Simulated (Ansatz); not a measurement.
# CrCl3 bilayer (AA) in a perpendicular field, part 3 of 3

Aim: how the CrCl3 bilayer (AA) screens a field along its normal, and what the field does to its bands. A positive field points along +c.

Ansatz 0.2.0; plane-wave DFT, PBEsol+U-D3(BJ), Ansatz PAW.

So far, gap along the path (eV): step 3 (single point, field 0) 2.38; step 4 (field 0.03 V/Å) 2.33; step 5 (field -0.03 V/Å) 2.33.

### Step 6. Single point, field 0.15 V/Å

The input, input.yaml:

```yaml
crystal:
  lattice:
    - [5.8973674199, 0.0, 0.0]
    - [-2.9486837099, 5.107270001, 0.0]
    - [0.0, 0.0, 26.3409520822]
  atoms:
    - { symbol: Cl, position: [0.6472102433, 0.0, 0.3416732991], spin: -0.05 }
    - { symbol: Cl, position: [0.0, 0.6472102433, 0.3416732991], spin: -0.05 }
    - { symbol: Cl, position: [0.3527897567, 0.3527897567, 0.3416732991], spin: -0.05 }
    - { symbol: Cr, position: [0.3333333333, 0.6666666667, 0.3925554687], spin: 2.77 }
    - { symbol: Cr, position: [0.6666666667, 0.3333333333, 0.3925554687], spin: 2.77 }
    - { symbol: Cl, position: [0.3483602044, 0.0, 0.4427773144], spin: -0.05 }
    - { symbol: Cl, position: [0.0, 0.3483602044, 0.4427773144], spin: -0.05 }
    - { symbol: Cl, position: [0.6516397956, 0.6516397956, 0.4427773144], spin: -0.05 }
    - { symbol: Cl, position: [0.6516398088, 0.0, 0.557222685], spin: 0.05 }
    - { symbol: Cl, position: [0.0, 0.6516398088, 0.557222685], spin: 0.05 }
    - { symbol: Cl, position: [0.3483601912, 0.3483601912, 0.557222685], spin: 0.05 }
    - { symbol: Cr, position: [0.3333333333, 0.6666666667, 0.6074445352], spin: -2.77 }
    - { symbol: Cr, position: [0.6666666667, 0.3333333333, 0.6074445352], spin: -2.77 }
    - { symbol: Cl, position: [0.3527897635, 0.0, 0.6583267009], spin: 0.05 }
    - { symbol: Cl, position: [0.0, 0.3527897635, 0.6583267009], spin: 0.05 }
    - { symbol: Cl, position: [0.6472102365, 0.6472102365, 0.6583267009], spin: 0.05 }
magnetization:
  spin_polarized: true
kpoints:
  mp_grid: { grid: [12, 12, 1] }
  band_path:
    path: [[0, 0, 0], [0.5, 0, 0], [0.33333333, 0.33333333, 0], [0, 0, 0]]
    npoints: 16
hamiltonian:
  xc: pbesol
  dispersion: d3bj
  hubbard: { sites: [{ species: Cr, l: d, u_eff: 3.0 }] }
scf:
  occupations: { method: fermi_dirac, width: 0.02585 }
  convergence: { dr2_threshold: 1.0e-10 }
efield:
  axis: 3
  dipole_correction: true
  ramp_position: 0.9514
  ramp_width: 0.0972
  amplitude: 0.15
output:
  write_potential: true
  write_density: true
  volumetric_format: npy
```

Run with:

```console
ansatz run input.yaml --threads 4 --pin off --max-ram 12288MiB --backend cpu --events-out ev --progress --plain --runs-dir out
```

Numbers of over 12 decimals in the logs are rounded to 6 here.

Log:

```text
[...]
Crystal: 16 atoms, lattice volume = 793.375 Å³
Basis set: ecut = 420 eV, 15413 PW (Γ)
Bands: 92, of which v1, the nominal top of the filled ones, is band 70 counted from 1 (69 counted from 0)
Symmetry: 6 space group operations
k-points: 19 of 144 (time reversal used)
[...]
Starting moments: Σ|m| = 11.68 μB on 16 of 16 sites
[...]
k-point 1 ↑: bands = [... 66 lower, -2.8870, -2.8322, -2.7410, -2.7280, -0.1786, -0.1733, 0.0258, 0.0556, ... 18 higher]
  k-point 2 ↑: bands = [... 66 lower, -2.9477, -2.8747, -2.7290, -2.6857, -0.1824, -0.1649, -0.0455, 0.0425, ... 18 higher]
  k-point 18 ↓: bands = [... 66 lower, -2.6852, -2.6852, -2.5147, -2.5147, 0.0625, 0.1274, 0.1274, 0.3028, ... 18 higher]
Occupation matrices written to <dir>
[key lines of the parts left out:]
SCF converged after 17 iterations
Magnetization: 0.0000 μB (70.0000 up, 70.0000 down)
Free energy (F): -26139.869108 eV
Fermi energy:    -1.300852 eV
Dipole field:    D = 0.046365 V/Å  (p = 0.203285 e·Å, saw-weighted, corrected)
```

The job ended after 2.5 min (4 threads of Intel Xeon Platinum 8488C (Sapphire Rapids), shared host; peak memory 5.7 GiB).

The dipole is 0.203 e·Å, and the gap 2.146 eV.

### Step 7. Atoms held, field 0.25 V/Å

input.yaml: that of step 6 with these lines changed.

```diff
@@ -41,3 +41,3 @@
   ramp_width: 0.0972
-  amplitude: 0.15
+  amplitude: 0.25
 output:
```

Log:

```text
[...]
Crystal: 16 atoms, lattice volume = 793.375 Å³
Basis set: ecut = 420 eV, 15413 PW (Γ)
Bands: 92, of which v1, the nominal top of the filled ones, is band 70 counted from 1 (69 counted from 0)
Symmetry: 6 space group operations
k-points: 19 of 144 (time reversal used)
[...]
Starting moments: Σ|m| = 11.68 μB on 16 of 16 sites
[...]
k-point 1 ↑: bands = [... 66 lower, -2.8165, -2.7905, -2.7896, -2.7392, -0.2596, -0.2543, -0.0553, -0.0255, ... 18 higher]
  k-point 2 ↑: bands = [... 66 lower, -2.9408, -2.8029, -2.7722, -2.7369, -0.2634, -0.2459, -0.1266, -0.0386, ... 18 higher]
  k-point 18 ↓: bands = [... 66 lower, -2.6108, -2.6108, -2.4379, -2.4379, 0.1411, 0.2065, 0.2065, 0.3824, ... 18 higher]
Occupation matrices written to <dir>
[key lines of the parts left out:]
SCF converged after 17 iterations
Magnetization: 0.0000 μB (70.0000 up, 70.0000 down)
Free energy (F): -26139.896215 eV
Fermi energy:    -1.302543 eV
Dipole field:    D = 0.077288 V/Å  (p = 0.338867 e·Å, saw-weighted, corrected)
```

The job ended after 2.4 min (4 threads; peak memory 5.6 GiB; 9.6 min of CPU time).

The dipole is 0.339 e·Å, and the gap 1.988 eV.

### Step 8. Single point, field -0.25 V/Å

input.yaml: that of step 7 with these lines changed.

```diff
@@ -41,4 +41,6 @@
   ramp_width: 0.0972
-  amplitude: 0.25
+  amplitude: -0.25
 output:
+  dos: { projected: true, e_range: [-6, 5] }
+  bader: true
   write_potential: true
@@ -46 +48,2 @@
   volumetric_format: npy
+  elf: true
```

Log:

```text
[...]
Crystal: 16 atoms, lattice volume = 793.375 Å³
Basis set: ecut = 420 eV, 15413 PW (Γ)
Bands: 92, of which v1, the nominal top of the filled ones, is band 70 counted from 1 (69 counted from 0)
Symmetry: 6 space group operations
k-points: 19 of 144 (time reversal used)
[...]
Starting moments: Σ|m| = 11.68 μB on 16 of 16 sites
[...]
4     Cr      1.5340     0.0014     2.9984
     5     Cl     -0.5197     0.0005     0.0045
     6     Cl     -0.5196     0.0005     0.0045
     7     Cl     -0.5197     0.0005     0.0045
[...]
12     Cr      1.5338     0.0014    -2.9981
    13     Cl     -0.5202     0.0005    -0.0013
    14     Cl     -0.5202     0.0005    -0.0013
    15     Cl     -0.5202     0.0005    -0.0013
  estimated error of the sums over rays = 3.5e-4 e
[key lines of the parts left out:]
SCF converged after 17 iterations
Magnetization: 0.0000 μB (70.0000 up, 70.0000 down)
Free energy (F): -26139.896215 eV
Fermi energy:    -1.302543 eV
Dipole field:    D = -0.077288 V/Å  (p = -0.338867 e·Å, saw-weighted, corrected)
```

Wall time 2.9 min (4 threads); peak memory 5.7 GiB; 11 min of CPU time.

The dipole is -0.339 e·Å, and the gap 1.988 eV.

### Step 9. Response, atoms held

This step: plane-wave DFT, PBEsol+U-D3(BJ), Ansatz PAW; response to a field along the normal, atoms held (Ansatz 0.2.0).

The dipoles give the slope, and the difference of two potentials shows where the field is screened.

This step gave:

```yaml
equivalent_conductor_thickness_p_eps_0ae: 8.141 Å
distance_between_the_outer_atoms: 8.341 Å
```

Dipole of the cell against applied field:

| applied field (V/Å) | dipole of the cell (e·Å) |
| --- | --- |
| -0.250 | -0.339 |
| -0.030 | -0.0407 |
| 0.000 | 1.9e-6 |
| 0.030 | 0.0407 |
| 0.150 | 0.203 |
| 0.250 | 0.339 |

Local field over the applied field, running mean. From the potentials at -0.03 and 0.03 V/Å; running mean over 2.5 Å. Local field over applied field against z:

z (Å), local field over applied field and a bar from the least value:
```
      4.5      1.000 ##############################
      5.0      0.999 ##############################
      5.5      0.996 ##############################
      6.0      0.985 ##############################
      6.5      0.953 ############################
      7.0      0.873 ##########################
      7.5      0.734 #####################
      8.0      0.563 ###############
      8.5      0.391 #########
      9.0      0.258 ####
      9.5      0.176 ##
     10.0      0.138 
     10.5      0.132 
     11.0      0.159 #
     11.5      0.219 ###
     12.0      0.314 ######
     12.5      0.416 ##########
     13.0      0.473 ############
     13.5      0.462 ###########
     14.0      0.385 #########
     14.5      0.281 #####
     15.0      0.195 ##
     15.5      0.147 #
     16.0      0.130 
     16.5      0.146 #
     17.0      0.196 ##
     17.5      0.295 ######
     18.0      0.443 ###########
     18.5      0.619 #################
     19.0      0.783 #######################
     19.5      0.905 ###########################
     20.0      0.967 #############################
     20.5      0.990 ##############################
     21.0      0.997 ##############################
     21.5      0.999 ##############################
     22.0      1.000 ##############################
```

Electrons, planar mean, per unit field. Table of induced electron density by z:

z (Å), induced electron density (e/Å³ per V/Å) and a bar from the least value:
```
      4.5    0.00000 ###############
      5.0    0.00000 ###############
      5.5    0.00002 ###############
      6.0    0.00006 ###############
      6.5    0.00020 ################
      7.0    0.00064 ##################
      7.5    0.00182 #######################
      8.0    0.00350 ##############################
      8.5    0.00272 ###########################
      9.0    0.00123 ####################
      9.5   -0.00047 #############
     10.0   -0.00092 ###########
     10.5    0.00040 #################
     11.0    0.00107 ###################
     11.5   -0.00070 ############
     12.0   -0.00205 ######
     12.5   -0.00315 #
     13.0   -0.00102 ##########
     13.5    0.00191 #######################
     14.0    0.00311 ############################
     14.5    0.00165 ######################
     15.0    0.00019 ################
     15.5   -0.00126 #########
     16.0   -0.00005 ###############
     16.5    0.00127 ####################
     17.0   -0.00017 ##############
     17.5   -0.00162 ########
     18.0   -0.00339 
     18.5   -0.00304 ##
     19.0   -0.00134 #########
     19.5   -0.00045 #############
     20.0   -0.00014 ##############
     20.5   -0.00004 ###############
     21.0   -0.00001 ###############
     21.5    0.00000 ###############
     22.0    0.00000 ###############
```

By hand: between -0.03 and 0.03 V/Å the dipole changes by 0.08131 e·Å, a slope of 1.355 e·Å²/V. A perfect conductor of thickness t has p = ε₀AEt, so t = 180.95 × 1.355 / 30.119 = 8.14 Å (e/ε₀ = 180.95 V·Å, A in Å²).

The induced dipole is that of a conductor 8.14 Å thick.

### Step 10. Varying the input

This step: plane-wave DFT, PBEsol+U-D3(BJ), Ansatz PAW (Ansatz 0.2.0).

An input spoilt on purpose, to show how the run answers: it repeats the earlier run at 0.03 V/Å with efield.axis from 3 to 2, and scf.max_iter set to 60.

input.yaml: that of step 8 with these lines changed.

```diff
@@ -36,11 +36,10 @@
   convergence: { dr2_threshold: 1.0e-10 }
+  max_iter: 60
 efield:
-  axis: 3
+  axis: 2
   dipole_correction: true
-  ramp_position: 0.9514
-  ramp_width: 0.0972
-  amplitude: -0.25
+  ramp_position: 0.97
+  ramp_width: 0.06
+  amplitude: 0.03
 output:
-  dos: { projected: true, e_range: [-6, 5] }
-  bader: true
   write_potential: true
@@ -48,2 +47 @@
   volumetric_format: npy
-  elf: true
```

Log:

```text
Cl: projections on atomic orbitals take those of the free atom [Ne] 3s2 3p5, of charge +0.00 (hamiltonian.pseudopotentials.projection_atoms); the dataset's partial waves leave at most 2.1e-7 of an orbital's norm unspanned inside its sphere
Cr: projections on atomic orbitals take those of the free atom [Ne] 3s2 3p6 3d5 4s1, of charge +0.00 (hamiltonian.pseudopotentials.projection_atoms); the dataset's partial waves leave at most 7.0e-7 of an orbital's norm unspanned inside its sphere
Engine: ansatz 0.2.0, x86_64-unknown-linux-gnu
Pseudopotentials: kind: paw
Pseudopotential: Cl, paw, valence charge 7, recommended cutoff 420 eV (normal), Cl.paw.azcp
Pseudopotential: Cr, paw, valence charge 14, recommended cutoff 420 eV (normal), Cr.paw.azcp
Functional definition: PBEsol
  exchange = pbesol_x
  correlation = pbesol_c
Crystal: 16 atoms, lattice volume = 793.375 Å³
Basis set: ecut = 420 eV, 15413 PW (Γ)
Bands: 92, of which v1, the nominal top of the filled ones, is band 70 counted from 1 (69 counted from 0)
Symmetry: 1 space group operations
k-points: 74 of 144 (time reversal used)
Non-local potential: Cl, projectors of the file, l = 0: 2, l = 1: 2, l = 2: 2
Non-local potential: Cr, projectors of the file, l = 0: 3, l = 1: 2, l = 2: 3, l = 3: 1
PAW form: soft (Blöchl's): semilocal exchange-correlation on the pseudo side does not see the compensation charge
PAW frozen core: Cl, regenerated for the run's functional, and the local potential with it (the file was generated under x = pbe(κ = 0.804, μ = 0.219515), c = pbe(β = 0.066725))
PAW frozen core: Cr, regenerated for the run's functional, and the local potential with it (the file was generated under x = pbe(κ = 0.804, μ = 0.219515), c = pbe(β = 0.066725))
PAW one-centre angular grid: Cl, 110 points (default); XC on 64 Gauss nodes
PAW one-centre angular grid: Cr, 590 points (default); XC on 64 Gauss nodes
Initial density: superposition of atomic densities (neutral atoms: chi_scale 0, normalization atom, screened)
Starting moments: Σ|m| = 11.68 μB on 16 of 16 sites
Initial wavefunctions: pseudopotential atomic-orbital guess
Functional: x = pbesol(κ = 0.804, μ = 0.123457), c = pbesol(β = 0.046)
Error: efield: ion 0 (Cl) at fractional coordinate 0.0000 along the field axis lies inside the sawtooth ramp with 2 of the planes that the density is read on at each end, [0.9200, 0.0800] — the ramp must sit in vacuum (an ion there feels the fictitious reversed slope); set or move the ramp (efield.ramp_position / ramp_width) or move the geometry
```

Run time: 4.2 s. Hardware: 4 threads; peak memory 5.3 GiB.

The input was rejected at the start.

The program's message: “Error: efield: ion 0 (Cl) at fractional coordinate 0.0000 along the field axis lies inside the sawtooth ramp with 2 of the planes that the density is read on at each end, [0.9200, 0.0800] — the ramp m …”

The fault put into the input: the field along an axis without vacuum.

### Step 11. The same run with other settings

Another changed input: it repeats the earlier run at 0.03 V/Å with crystal.symmetry to detect: false and basis.ecutwfc to 450 eV.

input.yaml: that of step 10 with these lines changed.

```diff
@@ -22,2 +22,3 @@
     - { symbol: Cl, position: [0.6472102365, 0.6472102365, 0.6583267009], spin: 0.05 }
+  symmetry: { detect: false }
 magnetization:
@@ -36,5 +37,4 @@
   convergence: { dr2_threshold: 1.0e-10 }
-  max_iter: 60
 efield:
-  axis: 2
+  axis: 3
   dipole_correction: true
@@ -47 +47,3 @@
   volumetric_format: npy
+basis:
+  ecutwfc: "450 eV"
```

Log:

```text
[...]
Crystal: 16 atoms, lattice volume = 793.375 Å³
Basis set: ecut = 450 eV, 17197 PW (Γ)
Bands: 92, of which v1, the nominal top of the filled ones, is band 70 counted from 1 (69 counted from 0)
Symmetry: 1 space group operations
k-points: 74 of 144 (time reversal used)
[...]
Starting moments: Σ|m| = 11.68 μB on 16 of 16 sites
[...]
SCF iter   1: F=—  HF=-26144.634075 eV  |F-HF|=—  |Δ(HF+E_count)|=         —  Δρ=3.53e-2 (↑3.53e-2 ↓3.53e-2)  dr2=4.30e1  dr2_m=1.29e0  M=0.000 μB ∫|m|=12.869 μB  β_m=0.30  ethr=3.10e-3  p=0.051 e·Å  D=1.16e-2 V/Å  ΔV_dip=-0.31 eV  dr2_dipole=1.75e-4  V_vac-E_F(+/−)=4.55/4.13 eV  ⟨swp⟩=6.8  Hψ=56372  notcnv=0  defer=455
[...]
SCF iter  17: F=-26139.857404 eV  HF=-26139.857404 eV  |F-HF|=8.00e-11  |Δ(HF+E_count)|=  1.27e-10  Δρ=4.99e-8 (↑4.92e-8 ↓4.99e-8)  dr2=4.52e-11  dr2_m=3.93e-12  M=0.000 μB ∫|m|=13.911 μB  ethr=1.00e-12  p=0.041 e·Å  D=9.27e-3 V/Å  ΔV_dip=-0.24 eV  dr2_dipole=1.13e-16  V_vac-E_F(+/−)=6.40/5.92 eV  ⟨swp⟩=17.1  Hψ=62071  notcnv=0
[...]
SCF 1 converged in 17 iterations: F = -26139.857404 eV  dr2 = 4.52e-11
[...]
WARN: The input density's exchange-correlation potential varies sharply where the density is thin. Do not read a vacuum level from v_tot or v_xc, or from such a field of the output density. On a cell that repeats whose density bears no net charge and no dipole along the vacuum's axis use v_es (v_loc + v_h of the components); under efield.dipole_correction with no amplitude use v_es + v_field, which holds any external [...]
[...]
SCF converged after 17 iterations
Magnetization: 0.0000 μB (70.0000 up, 70.0000 down)
Absolute magnetization: 13.9022 μB (∫|ρ↑−ρ↓|, with the PAW one-centre terms)
[...]
Per-site moments (μB) at R_I (Å): [(-0.052316, 0.962841), (-0.052316, 0.962841), (-0.052316, 0.962841), (2.766677, 0.962816), (2.766677, 0.962816), (-0.049720, 0.962816), (-0.049720, 0.962816), (-0.049720, 0.962816), (0.049302, 0.962816), (0.049302, 0.962816), (0.049302, 0.962816), (-2.766714, 0.962816), (-2.766714, 0.962816), (0.052749, 0.962841), (0.052749, 0.962841), (0.052750, 0.962841)]
Free energy (F): -26139.857404 eV
[...]
Internal energy: -26139.857404 eV  (E = F + TS)
E sigma→0 (E₀):  -26139.857404 eV
Fermi energy:    -1.297696 eV
Dipole field:    D = 0.009272 V/Å  (p = 0.040653 e·Å, saw-weighted, corrected)
Work function:   not extracted (applied field tilts the vacuum); planar V_es + V_field profile in the machine report
[...]
--- Band table (eV; the first three rows and the last of 148) ---
  k-point 0 ↑: bands = [... 66 lower, -2.9012, -2.9012, -2.6669, -2.6669, -0.0802, -0.0801, 0.1558, 0.1558, ... 18 higher]
  k-point 1 ↑: bands = [... 66 lower, -2.9138, -2.9069, -2.6624, -2.6461, -0.0819, -0.0766, 0.1227, 0.1525, ... 18 higher]
  k-point 2 ↑: bands = [... 66 lower, -2.9303, -2.9078, -2.6582, -2.6007, -0.0857, -0.0681, 0.0513, 0.1394, ... 18 higher]
  k-point 73 ↓: bands = [... 66 lower, -2.9008, -2.8154, -2.6972, -2.4571, -0.0271, -0.0073, 0.0499, 0.0956, ... 18 higher]
Occupation matrices written to <dir>
```

The job ended after 6.6 min (4 threads; peak memory 9 GiB; 26 min of CPU time).

Numbers from this step:

```yaml
gap_on_the_k_mesh: 2.336 eV
dipole_along_the_normal: 0.04065 e·Å
gap_along_the_path: 2.333 eV
gap_the_smaller_of_path_and_mesh: 2.333 eV
```

Deep bands are left out, so band numbers here count from the lowest band kept and differ from the log's. The electronic bands at the labelled points (eV, zero at the Fermi level of the run, which the smearing sets inside the gap; # counts the bands kept):

| point | up #26 | up #27 | up #28 | up #29 | down #25 | down #26 | down #27 | down #28 |
| --- | --- | --- | --- | --- | --- | --- | --- | --- |
| Γ | -1.37 | 1.22 | 1.22 | 1.45 | -1.33 | -1.33 | 1.27 | 1.27 |
| halfway | -1.26 | 1.21 | 1.24 | 1.29 | -1.33 | -1.21 | 1.26 | 1.29 |
| M | -1.20 | 1.22 | 1.24 | 1.30 | -1.40 | -1.16 | 1.27 | 1.29 |
| halfway | -1.25 | 1.22 | 1.25 | 1.30 | -1.39 | -1.20 | 1.27 | 1.30 |
| K | -1.34 | 1.22 | 1.28 | 1.28 | -1.30 | -1.30 | 1.26 | 1.33 |
| halfway | -1.26 | 1.18 | 1.27 | 1.28 | -1.33 | -1.22 | 1.22 | 1.32 |
| Γ | -1.37 | 1.22 | 1.22 | 1.45 | -1.33 | -1.33 | 1.27 | 1.27 |

| quantity | this run | earlier run | difference |
| --- | --- | --- | --- |
| dipole along the normal (e·Å) | 0.04065 | 0.04065 | -3.9e-7 |
| gap along the path (eV) | 2.333 | 2.333 | 1.0e-4 |
| gap on the k-mesh (eV) | 2.336 | 2.336 | 7.1e-5 |

Nothing in the table moves by 0.01 in its unit (for the dipole 0.5 % and 5e-5 e·Å).

### Step 12. What came out

| Quantity | Value |
| --- | --- |
| gap without field | 2.38 eV |
| ionisation energy, upper face | 7.35 eV |
| electron affinity, upper face | 4.97 eV |
| equivalent conductor thickness, atoms held | 8.14 Å |

The induced dipole equals that of a perfect conductor 8.14 Å thick, while the outer atoms lie 8.34 Å apart; an out-of-plane ε follows only once a thickness t is chosen, by 1 − 1/ε = 8.14 Å / t. The gap goes from 2.38 eV to 1.99 eV at -0.25 V/Å. With the field reversed the gap is 1.99 eV at 0.25 V/Å. Semilocal functionals give gaps that are too small, and excitons are not included. The magnetic order is the one reached from the typed start; other orders were not compared.

[Logs are printed without paths, hosts, clocks, repeated set-up lines and the standing remarks that a program may print on its own settings, such as how far it seeks lower states.]

[Hosts, paths, dates, database ids (printed as entryN), source tags and the programs' standing remarks are cut or masked in the printed files.]

[Maps of the electrostatic potential energy from Ansatz leave out the sawtooth potential of an applied field or a dipole correction, so their vacuum need not be flat; planar profiles and work functions include it.]
